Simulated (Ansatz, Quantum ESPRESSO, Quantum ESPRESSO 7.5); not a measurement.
**In chain with one atom pushed 1.0 Å aside at constant bond length: ballistic transmission**

How well does the junction conduct in the ballistic limit? It is: In chain with one atom pushed 1.0 Å aside at constant bond length.

Calculated with Quantum ESPRESSO 7.5; plane-wave DFT, PBE, GBRV ultrasoft pseudopotentials (cross-check by Ansatz 0.2.0 with PAW datasets).

## 1. The structure

The cell holds 11 atoms: 11 In. Its edges and angles: a = 7.500 Å, b = 7.500 Å, c = 32.101 Å, α = 90.0°, β = 90.0°, γ = 90.0°. Regions: left lead, 5 atoms (5 In); channel, 1 atom (1 In); right lead, 5 atoms (5 In). Vacuum lies along a and b. The structure is stacked along c, and the current runs across the ab planes.

## 2. Ground state

One periodic cell holds a stretch of lead, the junction and more lead; the atoms stay as built.

Contents of scf.in:

```
&control
  prefix = 'scf'
  outdir = './out'
  pseudo_dir = './pseudo'
  calculation = 'scf'
  tprnfor = .true.
/
&system
  ibrav = 0
  nat = 11
  ntyp = 1
  ecutwfc = 34
  ecutrho = 170
  occupations = 'smearing'
  smearing = 'mv'
  degauss = 0.01
/
&electrons
  conv_thr = 1e-07
  mixing_beta = 0.25
  electron_maxstep = 120
  mixing_mode = 'local-TF'
/
ATOMIC_SPECIES
  In  114.8180  in_pbe_v1.4.uspp.F.UPF
CELL_PARAMETERS angstrom
  7.50000000000000 0.00000000000000 0.00000000000000
  0.00000000000000 7.50000000000000 0.00000000000000
  0.00000000000000 0.00000000000000 32.10067563455117
ATOMIC_POSITIONS crystal
  In  0.500000000000 0.500000000000 0.000000000000
  In  0.500000000000 0.500000000000 0.091898377267
  In  0.500000000000 0.500000000000 0.183796754535
  In  0.500000000000 0.500000000000 0.275695131802
  In  0.500000000000 0.500000000000 0.367593509069
  In  0.633333333000 0.500000000000 0.454050811366
  In  0.500000000000 0.500000000000 0.540508113663
  In  0.500000000000 0.500000000000 0.632406490931
  In  0.500000000000 0.500000000000 0.724304868198
  In  0.500000000000 0.500000000000 0.816203245465
  In  0.500000000000 0.500000000000 0.908101622733
K_POINTS automatic
  1 1 3 0 0 0
```

Run with:

```bash
> OMP_NUM_THREADS=1 mpirun -n 4 pw.x -nk 1 -in scf.in > scf.out
```

The log of the run:

```text
Program PWSCF v.7.5 starts
[citation notice left out]

     Parallel version (MPI & OpenMP), running on       4 processor cores
     Number of MPI processes:                 4
     Threads/MPI process:                     1

     MPI processes distributed on     1 nodes
[...]
Current dimensions of program PWSCF are:
     Max number of different atomic species (ntypx) = 10
     Max number of k-points (npk) =  40000
     Max angular momentum in pseudopotentials (lmaxx) =  4
     Message from routine setup:
     using ibrav=0 with symmetry is DISCOURAGED, use correct ibrav instead

     R & G space division:  proc/nbgrp/npool/nimage =       4
     Subspace diagonalization in iterative solution of the eigenvalue problem:
     a serial algorithm will be used

     Parallelization info
     --------------------
     sticks:   dense  smooth     PW     G-vecs:    dense   smooth      PW
     Min         677     544    138               114025    81556   10384
     Max         678     545    139               114048    81571   10397
     Sum        2709    2177    553               456127   326249   41561

     Using Slab Decomposition

     bravais-lattice index     =            0
     lattice parameter (alat)  =      14.1729  a.u.
     unit-cell volume          =   12185.2179 (a.u.)^3
     number of atoms/cell      =           11
     number of atomic types    =            1
     number of electrons       =       143.00
     number of Kohn-Sham states=           86
     kinetic-energy cutoff     =      34.0000  Ry
     charge density cutoff     =     170.0000  Ry
     scf convergence threshold =      1.0E-07
     mixing beta               =       0.2500
     number of iterations used =            8  local-TF  mixing
     Exchange-correlation=  SLA  PW   PBX  PBC
                           (   1   4   3   4   0   0   0)

     celldm(1)=  14.172946  celldm(2)=   0.000000  celldm(3)=   0.000000
     celldm(4)=   0.000000  celldm(5)=   0.000000  celldm(6)=   0.000000

     crystal axes: (cart. coord. in units of alat)
               a(1) = (   1.000000   0.000000   0.000000 )
               a(2) = (   0.000000   1.000000   0.000000 )
               a(3) = (   0.000000   0.000000   4.280090 )

     reciprocal axes: (cart. coord. in units 2 pi/alat)
               b(1) = (  1.000000  0.000000  0.000000 )
               b(2) = (  0.000000  1.000000  0.000000 )
               b(3) = (  0.000000  0.000000  0.233640 )

     PseudoPot. # 1 for In read from file:
     ./pseudo/in_pbe_v1.4.uspp.F.UPF
     Pseudo is Ultrasoft + core correction, Zval = 13.0
     Generated by new atomic code, or converted to UPF format
     Using radial grid of  889 points,  6 beta functions with:
                l(1) =   0
                l(2) =   0
                l(3) =   1
                l(4) =   1
                l(5) =   2
                l(6) =   2
     Q(r) pseudized with  6 coefficients,  rinner =    1.400   1.400   1.400
                                                       1.400   1.400

     atomic species   valence    mass     pseudopotential
     In               13.00   114.81800     In( 1.00)

      2 Sym. Ops. (no inversion) found

   Cartesian axes

     site n.     atom                  positions (alat units)
         1        In     tau(   1) = (   0.5000000   0.5000000   0.0000000  )
         2        In     tau(   2) = (   0.5000000   0.5000000   0.3933333  )
         3        In     tau(   3) = (   0.5000000   0.5000000   0.7866667  )
         4        In     tau(   4) = (   0.5000000   0.5000000   1.1800000  )
         5        In     tau(   5) = (   0.5000000   0.5000000   1.5733333  )
         6        In     tau(   6) = (   0.6333333   0.5000000   1.9433784  )
         7        In     tau(   7) = (   0.5000000   0.5000000   2.3134234  )
         8        In     tau(   8) = (   0.5000000   0.5000000   2.7067568  )
         9        In     tau(   9) = (   0.5000000   0.5000000   3.1000901  )
        10        In     tau(  10) = (   0.5000000   0.5000000   3.4934234  )
        11        In     tau(  11) = (   0.5000000   0.5000000   3.8867568  )

     number of k points=     2  Marzari-Vanderbilt smearing, width (Ry)=  0.0100
                       cart. coord. in units 2pi/alat
        k(    1) = (   0.0000000   0.0000000   0.0000000), wk =   0.6666667
        k(    2) = (   0.0000000   0.0000000   0.0778800), wk =   1.3333333

     Dense  grid:   456127 G-vectors     FFT dimensions: (  60,  60, 256)

     Smooth grid:   326249 G-vectors     FFT dimensions: (  54,  54, 225)

     Estimated max dynamical RAM per process >     513.46 MB

     Estimated total dynamical RAM >       2.01 GB

     Check: negative core charge=   -0.000001

     Initial potential from superposition of free atoms

     starting charge     126.5000, renormalised to     143.0000

     negative rho (up, down):  1.533E-02 0.000E+00
     Starting wfcs are   99 randomized atomic wfcs

     total cpu time spent up to now is        2.1 secs

     per-process dynamical memory:   143.3 Mb

     Self-consistent Calculation

     iteration #  1     ecut=    34.00 Ry     beta= 0.25
     Davidson diagonalization with overlap
     ethr =  1.00E-02,  avg # of iterations =  6.5

     negative rho (up, down):  4.464E-01 0.000E+00

     total cpu time spent up to now is        8.9 secs

     total energy              =   -1476.18297910 Ry
     estimated scf accuracy    <      58.14192250 Ry

     iteration #  2     ecut=    34.00 Ry     beta= 0.25
[...]
negative rho (up, down):  1.291E+00 0.000E+00

[...]
total energy              =   -1463.31419681 Ry
     estimated scf accuracy    <      31.61970931 Ry

     iteration #  3     ecut=    34.00 Ry     beta= 0.25
[...]
negative rho (up, down):  1.383E+00 0.000E+00

[...]
total energy              =   -1467.68009462 Ry
     estimated scf accuracy    <       3.21553810 Ry

     iteration #  4     ecut=    34.00 Ry     beta= 0.25
[...]
negative rho (up, down):  1.259E+00 0.000E+00

[...]
total energy              =   -1467.16486484 Ry
     estimated scf accuracy    <       1.78890870 Ry

     iteration #  5     ecut=    34.00 Ry     beta= 0.25
[...]
negative rho (up, down):  1.135E+00 0.000E+00

[...]
total energy              =   -1467.31135289 Ry
     estimated scf accuracy    <       0.55173646 Ry

     iteration #  6     ecut=    34.00 Ry     beta= 0.25
[...]
negative rho (up, down):  7.361E-01 0.000E+00

[...]
total energy              =   -1467.24730149 Ry
     estimated scf accuracy    <       0.37323924 Ry

     iteration #  7     ecut=    34.00 Ry     beta= 0.25
[...]
negative rho (up, down):  5.189E-01 0.000E+00

[...]
total energy              =   -1467.25109022 Ry
     estimated scf accuracy    <       0.02958467 Ry

     iteration #  8     ecut=    34.00 Ry     beta= 0.25
[...]
negative rho (up, down):  3.366E-01 0.000E+00

[...]
total energy              =   -1467.24342290 Ry
     estimated scf accuracy    <       0.16285035 Ry

     iteration #  9     ecut=    34.00 Ry     beta= 0.25
[...]
negative rho (up, down):  4.630E-02 0.000E+00

[...]
total energy              =   -1467.23060916 Ry
     estimated scf accuracy    <       0.02837551 Ry

     iteration # 10     ecut=    34.00 Ry     beta= 0.25
[...]
negative rho (up, down):  2.299E-02 0.000E+00

[...]
total energy              =   -1467.23067893 Ry
     estimated scf accuracy    <       0.00085835 Ry

     iteration # 11     ecut=    34.00 Ry     beta= 0.25
[...]
negative rho (up, down):  7.560E-03 0.000E+00

[...]
total energy              =   -1467.23104432 Ry
     estimated scf accuracy    <       0.00070248 Ry

     iteration # 12     ecut=    34.00 Ry     beta= 0.25
[...]
negative rho (up, down):  5.437E-03 0.000E+00

[...]
total energy              =   -1467.23113214 Ry
     estimated scf accuracy    <       0.00022527 Ry

     iteration # 13     ecut=    34.00 Ry     beta= 0.25
[...]
negative rho (up, down):  5.758E-03 0.000E+00

[...]
total energy              =   -1467.23114092 Ry
     estimated scf accuracy    <       0.00010961 Ry

     iteration # 14     ecut=    34.00 Ry     beta= 0.25
[...]
negative rho (up, down):  5.580E-03 0.000E+00

[...]
total energy              =   -1467.23117036 Ry
     estimated scf accuracy    <       0.00000379 Ry

     iteration # 15     ecut=    34.00 Ry     beta= 0.25
[...]
negative rho (up, down):  5.333E-03 0.000E+00

[...]
total energy              =   -1467.23117201 Ry
     estimated scf accuracy    <       0.00000531 Ry

     iteration # 16     ecut=    34.00 Ry     beta= 0.25
[...]
negative rho (up, down):  5.539E-03 0.000E+00

[...]
End of self-consistent calculation

          k = 0.0000 0.0000 0.0000 ( 40849 PWs)   bands (ev):

   -16.3659 -16.3228 -16.2821 -16.1916 -16.1690 -16.1149 -16.1113 -16.1027
   -16.1023 -16.0760 -16.0716 -16.0662 -16.0624 -16.0615 -16.0610 -16.0511
   -16.0480 -16.0454 -16.0423 -16.0409 -16.0383 -16.0361 -16.0357 -16.0256
   -16.0254 -16.0199 -16.0173 -16.0171 -16.0105 -16.0099 -16.0090 -16.0014
   -16.0000 -15.9981 -15.9979 -15.9956 -15.9707 -15.9527 -15.9433 -15.9427
   -15.9423 -15.8925 -15.8869 -15.8759 -15.8600 -15.8382 -15.8307 -15.8265
   -15.8243 -15.8130 -15.7984 -15.7257 -15.7085 -15.6498 -15.6237  -7.4854
    -7.3461  -7.3325  -6.9045  -6.8982  -6.1514  -6.1473  -5.0742  -5.0590
    -3.7190  -3.6619  -1.8926  -1.7042  -1.2733  -1.2330  -1.1161  -1.1093
    -1.1079  -1.0103  -0.6828  -0.6483  -0.6302  -0.6218  -0.0509  -0.0265
     0.1414   0.1423   0.5239   0.6352   0.8072   1.1253

          k = 0.0000 0.0000 0.0779 ( 40760 PWs)   bands (ev):

   -16.3655 -16.3255 -16.2755 -16.2115 -16.1408 -16.1160 -16.1146 -16.1002
   -16.0973 -16.0850 -16.0833 -16.0693 -16.0625 -16.0611 -16.0602 -16.0588
   -16.0488 -16.0440 -16.0434 -16.0411 -16.0373 -16.0361 -16.0357 -16.0257
   -16.0253 -16.0174 -16.0170 -16.0118 -16.0098 -16.0094 -16.0059 -16.0007
   -15.9990 -15.9982 -15.9979 -15.9920 -15.9681 -15.9666 -15.9353 -15.9351
   -15.9238 -15.9125 -15.8962 -15.8813 -15.8684 -15.8404 -15.8335 -15.8173
   -15.8143 -15.7998 -15.7955 -15.7511 -15.6943 -15.6517 -15.6236  -7.4709
    -7.4178  -7.2269  -7.0810  -6.6866  -6.4362  -5.8255  -5.4644  -4.6342
    -4.1700  -3.2668  -2.2532  -1.3868  -1.2551  -1.2206  -1.1995  -1.1296
    -0.9822  -0.9145  -0.8205  -0.8200  -0.4431  -0.3994  -0.3565  -0.1426
     0.0246   0.2949   0.4510   0.6263   0.7802   1.0301

     the Fermi energy is    -1.1053 ev

!    total energy              =   -1467.23117333 Ry
     estimated scf accuracy    <       0.00000008 Ry
     smearing contrib. (-TS)   =      -0.00160699 Ry
     internal energy E=F+TS    =   -1467.22956634 Ry

     The total energy is F=E-TS. E is the sum of the following terms:
     one-electron contribution =   -1562.96312866 Ry
     hartree contribution      =     840.66541583 Ry
     xc contribution           =    -413.95359625 Ry
     ewald contribution        =    -330.97825727 Ry

     convergence has been achieved in  16 iterations

     negative rho (up, down):  5.539E-03 0.000E+00

     Forces acting on atoms (cartesian axes, Ry/au):

     atom    1 type  1   force =     0.00054563    0.00000000    0.00114816
     atom    2 type  1   force =    -0.00099021    0.00000000    0.00273528
     atom    3 type  1   force =    -0.00054314    0.00000000    0.00188331
     atom    4 type  1   force =     0.00419338    0.00000000   -0.00158804
     atom    5 type  1   force =    -0.00628443    0.00000000    0.00071727
     atom    6 type  1   force =     0.00613534    0.00000000    0.00004489
     atom    7 type  1   force =    -0.00634276    0.00000000   -0.00095638
     atom    8 type  1   force =     0.00420583    0.00000000    0.00171439
     atom    9 type  1   force =    -0.00052523    0.00000000   -0.00185931
     atom   10 type  1   force =    -0.00092904    0.00000000   -0.00267421
     atom   11 type  1   force =     0.00053463    0.00000000   -0.00116535

     Total force =     0.013669     Total SCF correction =     0.000319

[...]
=------------------------------------------------------------------------------=
   JOB DONE.
=------------------------------------------------------------------------------=
```

Wall time 87 s (4 MPI ranks of Arm Neoverse V2, shared host); peak memory 2 GiB.

Read from the output:

| Quantity | Value |
| --- | --- |
| free energy | -19962.6971 eV |
| Fermi energy | -1.105 eV |

The program's own clock; routines nest. Time by routine:

```
     routine  wall time (s)  calls
       PWSCF          86.04      1
   electrons          82.67      1
     c_bands          54.16     16
     cegterg          53.04     32
       h_psi          33.73    179
        fftw          27.91  15898
    vloc_psi          24.59    179
    sum_band           13.6     16
     mix_rho           7.85     16
      calbec           6.73    219
        newd           6.14     17
        ffts           4.87   1878
h_psi:calbec           4.48    179
  add_vuspsi            4.4    179
```

The run needed 16 iterations to bring the estimated error under 1e-07 Ry; the largest force on any atom, held or free, is 0.16 eV/Å.

[end of part 1 of 4]

[Logs are printed without paths, hosts, clocks, repeated set-up lines and the standing remarks that a program may print on its own settings, such as how far it seeks lower states.]

[Hosts, paths, dates, database ids (printed as entryN), source tags and the programs' standing remarks are cut or masked in the printed files.]

[Maps of the electrostatic potential energy from Ansatz leave out the sawtooth potential of an applied field or a dipole correction, so their vacuum need not be flat; planar profiles and work functions include it.]
